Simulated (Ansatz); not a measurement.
# Screened interactions in Cs2ThCl6 (P-3m1), part 2 of 3

How strongly is the local Coulomb interaction screened in Cs2ThCl6 (P-3m1)?

Ansatz 0.2.0; non-magnetic LDA, then constrained RPA, plane waves, PAW.

So far. Step 2 (LDA bands and orbital weights): The gap is indirect, with the least direct gap 0.02 eV higher.

## (3) Constrained RPA: Th f, bands c1 to c7, 3×3×2 mesh, medium accuracy

Constrained RPA screens the interaction with every transition except those inside the target bands, which a later many-body model would treat itself.

This step: constrained RPA on LDA, plane waves, PAW.

Input file input.yaml:

```yaml
crystal:
  lattice:
    - [0.0, -5.38391103, 5.38391103]
    - [5.38391103, 0.0, -5.38391103]
    - [3.48604093, 3.48604093, 3.48604093]
  atoms:
    - { symbol: Cs, position: [0.3333333333, 0.6666666667, 0.75] }
    - { symbol: Cs, position: [0.6666666667, 0.3333333333, 0.25] }
    - { symbol: Th, position: [0.0, 0.0, 0.0] }
    - { symbol: Cl, position: [0.178, 0.822, 0.256] }
    - { symbol: Cl, position: [0.178, 0.356, 0.256] }
    - { symbol: Cl, position: [0.644, 0.822, 0.256] }
    - { symbol: Cl, position: [0.822, 0.178, 0.744] }
    - { symbol: Cl, position: [0.356, 0.178, 0.744] }
    - { symbol: Cl, position: [0.822, 0.644, 0.744] }
kpoints:
  mp_grid: { grid: [6, 6, 4] }
hamiltonian:
  xc: lda
scf:
  occupations: { method: gaussian, width: 0.08 }
  n_extra_bands: 21
  max_iter: 150
  lower_state_search: "off"
output:
  crpa:
    kmesh: [3, 3, 2]
    target_bands: [c1, c7]
    projections: [{ species: Th, l: f, shell: 5 }]
  local_orbitals:
    kmesh: [6, 6, 4]
    orbitals: [{ species: Th, l: f, shell: 5 }]
    window: { bands: [c1, c7] }
    seedname: lo
```

Command:

```sh
$ ansatz run input.yaml --threads 8 --pin off --max-ram 18432MiB --backend cpu --events-out ev --progress --plain --runs-dir out
```

Numbers of over 12 decimals in the logs are rounded to 6 here.

Output:

```text
[...]
Crystal: 9 atoms, lattice volume = 303.144 Å³
Basis set: ecut = 420 eV, 5871 PW (Γ)
Bands: 57, of which v1, the nominal top of the filled ones, is band 36 counted from 1 (35 counted from 0)
Symmetry: 12 space group operations
[...]
k-points: 24 of 144
[...]
SCF iter   1: F=—  HF=-30165.224377 eV  |F-HF|=—  |Δ(HF+E_count)|=         —  Δρ=5.86e-3  dr2=1.52e-1  ethr=1.77e-3  ⟨swp⟩=7.6  Hψ=6288  notcnv=0  defer=50
[...]
SCF iter   7: F=-30165.182243 eV  HF=-30165.182243 eV  |F-HF|=1.45e-9  |Δ(HF+E_count)|=   6.70e-8  Δρ=1.40e-6  dr2=9.37e-9  ethr=1.39e-10  ⟨swp⟩=10.2  Hψ=5041  notcnv=0
SCF 1 converged in 7 iterations: F = -30165.182243 eV  dr2 = 9.37e-9
[...]
NSCF: frozen V_eff on 27 k-points
[...]
cRPA screening: q 1/18
cRPA screening: q 2/18
cRPA screening: q 3/18
cRPA screening: q 9/18 (q-point 4)
cRPA screening: q 15/18 (q-point 9)
cRPA screening: q 17/18 (q-point 10)
SCF converged after 7 iterations
Free energy (F): -30165.182243 eV
[...]
Internal energy: -30165.182243 eV  (E = F + TS)
E sigma→0 (E₀):  -30165.182243 eV
Fermi energy:    4.060772 eV
[...]
--- Band table (eV; the first three rows and the last of 24) ---
  k-point 0: bands = [... 32 lower, 1.8702, 1.9184, 1.9184, 2.1762, 5.9673, 6.1073, 6.1073, 6.1343, ... 17 higher]
  k-point 1: bands = [... 32 lower, 1.8342, 2.0376, 2.0376, 2.0690, 5.9571, 6.1000, 6.1000, 6.1518, ... 17 higher]
  k-point 2: bands = [... 32 lower, 1.8324, 1.8775, 2.0490, 2.0490, 5.9461, 6.0950, 6.0950, 6.1687, ... 17 higher]
  k-point 23: bands = [... 32 lower, 1.6701, 1.7112, 2.0218, 2.0218, 5.9615, 6.1110, 6.1110, 6.1233, ... 17 higher]
--- cRPA (band scheme, projected local orbitals): target bands 37..43 (1-based), 7 Wannier function(s), 3×3×2 mesh, 86 bands' worth read of 91 solved, ecut_chi 136.0 eV, v(q+G=0) probe_charge, pair densities all_electron ---
  bands read: the sum over 86 bands ends inside a degenerate multiplet in 2 slots, whose members it reads at an even weight; the widest, k=8: bands 86 to 87 (counted from 1) at 1/2 each
  χ-basis size per q: N_G = 1092..1109
  window electrons = 0.0000, filled by tetrahedron_uncorrected; constrained ε̄⁻¹(q = 0, 0) head = 0.340150; min gauge Gram eig = 0.8672
  Kanamori averages over each shell's own Wannier functions (sites counted from 0, functions from 1):
    Site 2, 5F, 7 of 7 f orbitals (Wannier functions 1, 2, 3, 4, 5, 6, 7; wannier90's mr 1, 2, 3, 4, 5, 6, 7):
      screened: U = 4.9298 eV, U' = 4.2805 eV, J = 0.3052 eV
      screened f-shell averages: U_bar = F0 = 4.3732 eV, J_bar = 0.3980 eV
      screened, to within: U = 8.6e-3 eV, U' = 8.6e-3 eV, J = 4.7e-4 eV
      screened f-shell averages, to within: U_bar = 7.8e-3 eV, J_bar = 6.1e-4 eV
      bare: V = 15.0273 eV, V' = 14.1110 eV, J = 0.4198 eV
      bare f-shell averages: V_bar = F0 = 14.2419 eV, J_bar = 0.5507 eV
  Hermiticity witness max|P − P†| over intra, direct and exchange elements: 7.11e-15 eV (screened), 1.78e-15 eV (bare)
  Reality witness max|Im| over intra, direct and exchange elements: 1.34e-15 eV (screened), 3.50e-18 eV (bare)
```

Wall time 2 min (8 threads of Arm Neoverse V2, shared host); peak memory 2.4 GiB.

Numbers from this step:

```yaml
u: 4.930 eV
u_prime_inter_orbital: 4.280 eV
j: 0.3052 eV
bare_v: 15.03 eV
bare_j: 0.4198 eV
stated_bound_on_u: 0.008571 eV
u_over_bare_v: 0.3281
electrons_in_the_window: 0
head_of_the_constrained_inverse_dielectric_matrix: 0.3402
least_eigenvalue_of_the_projection_s_overlap: 0.8672
target_functions: 7
bands_in_the_sums: 86
r_m_s_miss_of_the_model_bands: 2.23e-4 eV
width_of_the_target_bands: 0.4275 eV
weight_of_the_projected_orbitals_in_the_window: 0.9320
```

On the Th f shell, screening brings the on-site interaction from 15.0 eV down to U = 4.93 eV.

Kanamori averages over each shell's functions. Crpa shells, by row:

| site | element | shell | orbitals | U (eV) | U' (eV) | J (eV) | bare V (eV) | bare V' (eV) | bare J (eV) | bound on U (eV) |
| --- | --- | --- | --- | --- | --- | --- | --- | --- | --- | --- |
| 3 | Th | 5F | 7 | 4.93 | 4.28 | 0.3052 | 15.03 | 14.11 | 0.4198 | 0.008571 |

Density-density elements U_iijj, eV. U matrix, by row:

| orbital | Th3 fz3 | Th3 fxz2 | Th3 fyz2 | Th3 fz(x2-y2) | Th3 fxyz | Th3 fx(x2-3y2) | Th3 fy(3x2-y2) |
| --- | --- | --- | --- | --- | --- | --- | --- |
| Th3 fz3 | 4.798 | 4.404 | 4.404 | 4.236 | 4.253 | 3.927 | 3.927 |
| Th3 fxz2 | 4.404 | 4.974 | 4.271 | 4.378 | 4.397 | 4.135 | 4.105 |
| Th3 fyz2 | 4.404 | 4.271 | 4.974 | 4.378 | 4.397 | 4.105 | 4.135 |
| Th3 fz(x2-y2) | 4.236 | 4.378 | 4.378 | 4.918 | 4.483 | 4.35 | 4.35 |
| Th3 fxyz | 4.253 | 4.397 | 4.397 | 4.483 | 4.956 | 4.339 | 4.339 |
| Th3 fx(x2-3y2) | 3.927 | 4.135 | 4.105 | 4.35 | 4.339 | 4.944 | 4.578 |
| Th3 fy(3x2-y2) | 3.927 | 4.105 | 4.135 | 4.35 | 4.339 | 4.578 | 4.944 |

Exchange elements U_ijji, eV. J matrix, by row:

| orbital | Th3 fz3 | Th3 fxz2 | Th3 fyz2 | Th3 fz(x2-y2) | Th3 fxyz | Th3 fx(x2-3y2) | Th3 fy(3x2-y2) |
| --- | --- | --- | --- | --- | --- | --- | --- |
| Th3 fz3 | - | 0.236 | 0.236 | 0.419 | 0.419 | 0.213 | 0.213 |
| Th3 fxz2 | 0.236 | - | 0.366 | 0.304 | 0.298 | 0.318 | 0.295 |
| Th3 fyz2 | 0.236 | 0.366 | - | 0.304 | 0.298 | 0.295 | 0.318 |
| Th3 fz(x2-y2) | 0.419 | 0.304 | 0.304 | - | 0.226 | 0.387 | 0.387 |
| Th3 fxyz | 0.419 | 0.298 | 0.298 | 0.226 | - | 0.347 | 0.347 |
| Th3 fx(x2-3y2) | 0.213 | 0.318 | 0.295 | 0.387 | 0.347 | - | 0.184 |
| Th3 fy(3x2-y2) | 0.213 | 0.295 | 0.318 | 0.387 | 0.347 | 0.184 | - |

Projected local orbitals of the target window. Electronic bands along the path, in eV, zero at the Fermi level; # counts the bands kept:

| point | #1 | #2 | #3 | #4 |
| --- | --- | --- | --- | --- |
| Γ | 1.91 | 2.05 | 2.05 | 2.07 |
| halfway | 1.92 | 2.03 | 2.04 | 2.06 |
| M | 1.93 | 2.01 | 2.03 | 2.07 |
| halfway | 1.93 | 2.01 | 2.04 | 2.06 |
| K | 1.93 | 2.01 | 2.05 | 2.05 |
| halfway | 1.92 | 2.03 | 2.04 | 2.06 |
| Γ | 1.91 | 2.05 | 2.05 | 2.07 |
| halfway | 1.90 | 2.04 | 2.04 | 2.09 |
| A | 1.89 | 2.03 | 2.03 | 2.11 |
| halfway | 1.89 | 2.03 | 2.06 | 2.08 |
| L | 1.90 | 2.03 | 2.06 | 2.07 |
| halfway | 1.90 | 2.03 | 2.06 | 2.07 |
| H | 1.90 | 2.05 | 2.05 | 2.06 |
| halfway | 1.89 | 2.03 | 2.06 | 2.08 |
| A | 1.89 | 2.03 | 2.03 | 2.11 |
| jump to L | 1.90 | 2.03 | 2.06 | 2.07 |
| halfway | 1.91 | 2.03 | 2.04 | 2.07 |
| M | 1.93 | 2.01 | 2.03 | 2.07 |
| jump to H | 1.90 | 2.05 | 2.05 | 2.06 |
| halfway | 1.92 | 2.04 | 2.05 | 2.05 |
| K | 1.93 | 2.01 | 2.05 | 2.05 |

The same for Kohn-Sham, solved directly:

| point | #1 | #2 | #3 | #4 |
| --- | --- | --- | --- | --- |
| Γ | 1.91 | 2.05 | 2.05 | 2.07 |
| M | 1.93 | 2.01 | 2.03 | 2.07 |
| K | 1.93 | 2.01 | 2.05 | 2.05 |
| Γ | 1.91 | 2.05 | 2.05 | 2.07 |
| A | 1.89 | 2.03 | 2.03 | 2.11 |
| L | 1.90 | 2.03 | 2.06 | 2.07 |
| H | 1.90 | 2.05 | 2.05 | 2.06 |
| A | 1.89 | 2.03 | 2.03 | 2.11 |
| L | 1.90 | 2.03 | 2.06 | 2.07 |
| M | 1.93 | 2.01 | 2.03 | 2.07 |
| H | 1.90 | 2.05 | 2.05 | 2.06 |
| K | 1.93 | 2.01 | 2.05 | 2.05 |

The first set of electronic bands as a text plot (rows in eV, shown from 1.9 to 2.3 only):

```
    2.3 |       *     *     **    *  *   *    ** *
    2.2 |               *          **        *  *
    2.2 |  *     *   * *      **   *      * *   *
    2.2 |   *     *** *         *** *      *   * **       **
    2.2 |          * *               *    * ***             *****
    2.2 |    *   ** *                 *  *
    2.2 |     ***                      **          *******
    2.1 |
    2.1 |
    2.1 |                       **                *
    2.1 |                     **  **            **
    2.1 |                  ***      **         *
    2.1 |**  *****   *   **          **********    ********
    2.1 |****     *** *******      **      **  **   **    *******
    2.0 |  *******  *****    *********   **  ******  *****   **
    2.0 |    *       **               ***          **   *      **
    2.0 |     *******                                    *
    2.0 |
    2.0 |
    2.0 |
    1.9 |
    1.9 |   ************                               ***    ***
    1.9 |***            *****                       ***   ****
    1.9 |                    ***********************
         Γ     M   K      Γ      A     L   H      A|L    M|H    K
```

Onsite levels, by row:

| orbital | level less Fermi level (eV) |
| --- | --- |
| Th3 fz3 | 2.242 |
| Th3 fxz2 | 2.122 |
| Th3 fyz2 | 2.122 |
| Th3 fz(x2-y2) | 2.049 |
| Th3 fxyz | 1.911 |
| Th3 fx(x2-3y2) | 2.17 |
| Th3 fy(3x2-y2) | 2.17 |

Largest distinct elements between sites. Hoppings, by row:

| from | to | cell | distance (Å) | t (eV) |
| --- | --- | --- | --- | --- |
| Th3 fy(3x2-y2) | Th3 fx(x2-3y2) | -1 -1 0 | 7.614 | 0.0165 |
| Th3 fz3 | Th3 fyz2 | -1 0 0 | 7.614 | 0.0134 |
| Th3 fx(x2-3y2) | Th3 fx(x2-3y2) | -1 -1 0 | 7.614 | 0.0096 |
| Th3 fz3 | Th3 fz3 | -1 0 0 | 7.614 | 0.0079 |
| Th3 fxyz | Th3 fxyz | 0 0 -1 | 6.038 | 0.0074 |
| Th3 fxz2 | Th3 fxz2 | 0 -1 0 | 7.614 | 0.0074 |
| Th3 fy(3x2-y2) | Th3 fyz2 | 0 1 0 | 7.614 | -0.0061 |
| Th3 fxyz | Th3 fy(3x2-y2) | 0 0 1 | 6.038 | 0.0056 |
| Th3 fz(x2-y2) | Th3 fz(x2-y2) | -1 -1 0 | 7.614 | 0.0053 |
| Th3 fxyz | Th3 fyz2 | 0 0 -1 | 6.038 | 0.0043 |
| Th3 fy(3x2-y2) | Th3 fx(x2-3y2) | 0 0 1 | 6.038 | -0.0034 |
| Th3 fy(3x2-y2) | Th3 fyz2 | 1 1 0 | 7.614 | 0.003 |

## (4) Constrained RPA: Th f + anion p, bands v18 to c7, 3×3×2 mesh, medium accuracy

Changes to input.yaml since step 3:

```diff
@@ -27,8 +27,8 @@
     kmesh: [3, 3, 2]
-    target_bands: [c1, c7]
-    projections: [{ species: Th, l: f, shell: 5 }]
+    target_bands: [v18, c7]
+    projections: [{ species: Th, l: f, shell: 5 }, { species: Cl, l: p, shell: 3 }]
   local_orbitals:
     kmesh: [6, 6, 4]
-    orbitals: [{ species: Th, l: f, shell: 5 }]
-    window: { bands: [c1, c7] }
+    orbitals: [{ species: Th, l: f, shell: 5 }, { species: Cl, l: p, shell: 3 }]
+    window: { bands: [v18, c7] }
     seedname: lo
```

Output:

```text
[...]
Crystal: 9 atoms, lattice volume = 303.144 Å³
Basis set: ecut = 420 eV, 5871 PW (Γ)
Bands: 57, of which v1, the nominal top of the filled ones, is band 36 counted from 1 (35 counted from 0)
Symmetry: 12 space group operations
[...]
k-points: 24 of 144
[...]
SCF iter   1: F=—  HF=-30165.224377 eV  |F-HF|=—  |Δ(HF+E_count)|=         —  Δρ=5.86e-3  dr2=1.52e-1  ethr=1.77e-3  ⟨swp⟩=7.6  Hψ=6288  notcnv=0  defer=50
[...]
SCF iter   7: F=-30165.182243 eV  HF=-30165.182243 eV  |F-HF|=1.45e-9  |Δ(HF+E_count)|=   6.70e-8  Δρ=1.40e-6  dr2=9.37e-9  ethr=1.39e-10  ⟨swp⟩=10.2  Hψ=5041  notcnv=0
SCF 1 converged in 7 iterations: F = -30165.182243 eV  dr2 = 9.37e-9
[...]
cRPA screening: q 1/18
cRPA screening: q 2/18
cRPA screening: q 3/18
cRPA screening: q 5/18 (q-point 4)
cRPA screening: q 7/18
cRPA screening: q 9/18 (q-point 8)
cRPA screening: q 11/18 (q-point 9)
cRPA screening: q 13/18 (q-point 10)
cRPA screening: q 15/18 (q-point 11)
cRPA screening: q 17/18 (q-point 12)
SCF converged after 7 iterations
Free energy (F): -30165.182243 eV
[...]
Internal energy: -30165.182243 eV  (E = F + TS)
E sigma→0 (E₀):  -30165.182243 eV
Fermi energy:    4.060772 eV
[...]
--- Band table (eV; the first three rows and the last of 24) ---
  k-point 0: bands = [... 32 lower, 1.8702, 1.9184, 1.9184, 2.1762, 5.9673, 6.1073, 6.1073, 6.1343, ... 17 higher]
  k-point 1: bands = [... 32 lower, 1.8342, 2.0376, 2.0376, 2.0690, 5.9571, 6.1000, 6.1000, 6.1518, ... 17 higher]
  k-point 2: bands = [... 32 lower, 1.8324, 1.8775, 2.0490, 2.0490, 5.9461, 6.0950, 6.0950, 6.1687, ... 17 higher]
  k-point 23: bands = [... 32 lower, 1.6701, 1.7112, 2.0218, 2.0218, 5.9615, 6.1110, 6.1110, 6.1233, ... 17 higher]
[...]
χ-basis size per q: N_G = 1092..1109
[...]
Each shell's averages of U are screened by what lies outside the whole window alone: parameters of one model of all the shells.
[...]
screened: U = 6.8135 eV, U' = 6.1113 eV, J = 0.3301 eV
      screened, to within: U = 1.1e-2 eV, U' = 1.1e-2 eV, J = 4.9e-4 eV
      bare: V = 15.6550 eV, V' = 14.6974 eV, J = 0.4416 eV
    Site 3, 3P, 3 of 3 p orbitals (Wannier functions 8, 9, 10; wannier90's mr 1, 2, 3):
      screened: U = 5.6444 eV, U' = 4.7075 eV, J = 0.4775 eV
      screened, to within: U = 7.5e-3 eV, U' = 7.5e-3 eV, J = 7.2e-4 eV
      bare: V = 13.0658 eV, V' = 11.6842 eV, J = 0.6963 eV
    Site 4, 3P, 3 of 3 p orbitals (Wannier functions 11, 12, 13; wannier90's mr 1, 2, 3):
      screened: U = 5.6444 eV, U' = 4.7075 eV, J = 0.4775 eV
      screened, to within: U = 7.5e-3 eV, U' = 7.5e-3 eV, J = 7.2e-4 eV
      bare: V = 13.0658 eV, V' = 11.6842 eV, J = 0.6963 eV
    Site 5, 3P, 3 of 3 p orbitals (Wannier functions 14, 15, 16; wannier90's mr 1, 2, 3):
      screened: U = 5.6444 eV, U' = 4.7075 eV, J = 0.4775 eV
      screened, to within: U = 7.5e-3 eV, U' = 7.5e-3 eV, J = 7.2e-4 eV
      bare: V = 13.0658 eV, V' = 11.6842 eV, J = 0.6963 eV
    Site 6, 3P, 3 of 3 p orbitals (Wannier functions 17, 18, 19; wannier90's mr 1, 2, 3):
      screened: U = 5.6444 eV, U' = 4.7075 eV, J = 0.4775 eV
      screened, to within: U = 7.5e-3 eV, U' = 7.5e-3 eV, J = 7.2e-4 eV
      bare: V = 13.0658 eV, V' = 11.6842 eV, J = 0.6963 eV
    Site 7, 3P, 3 of 3 p orbitals (Wannier functions 20, 21, 22; wannier90's mr 1, 2, 3):
      screened: U = 5.6444 eV, U' = 4.7075 eV, J = 0.4775 eV
      screened, to within: U = 7.5e-3 eV, U' = 7.5e-3 eV, J = 7.2e-4 eV
      bare: V = 13.0658 eV, V' = 11.6842 eV, J = 0.6963 eV
    Site 8, 3P, 3 of 3 p orbitals (Wannier functions 23, 24, 25; wannier90's mr 1, 2, 3):
      screened: U = 5.6444 eV, U' = 4.7075 eV, J = 0.4775 eV
      screened, to within: U = 7.5e-3 eV, U' = 7.5e-3 eV, J = 7.2e-4 eV
      bare: V = 13.0658 eV, V' = 11.6842 eV, J = 0.6963 eV
[...]
```

It took 8.4 min on 8 threads; peak memory 3.6 GiB.

This step gave:

```
U                                                 : 6.813 eV
U prime (inter-orbital)                           : 6.111 eV
J                                                 : 0.3301 eV
bare V                                            : 15.66 eV
bare J                                            : 0.4416 eV
stated bound on U                                 : 0.01054 eV
U over bare V                                     : 0.4352
electrons in the window                           : 36
head of the constrained inverse dielectric matrix : 0.3630
least eigenvalue of the projection's overlap      : 0.7727
target functions                                  : 25
bands in the sums                                 : 86
r.m.s. miss of the model bands                    : 2.18e-4 eV
width of the target bands                         : 6.639 eV
weight of the projected orbitals in the window    : 0.9328
```

On the Th f shell, screening brings the on-site interaction from 15.7 eV down to U = 6.81 eV.

[end of part 2 of 3]

[Paths, hosts, dates, memory and timing lines, banners, echoed tables and standing remarks are left out of the program output.]

[Logs are printed without paths, hosts, clocks, repeated set-up lines and the standing remarks that a program may print on its own settings, such as how far it seeks lower states.]

[Runs of the session that timed out or met a known fault of the program may be left out.]

[Hosts, paths, dates, database ids (printed as entryN), source tags and the programs' standing remarks are cut or masked in the printed files.]
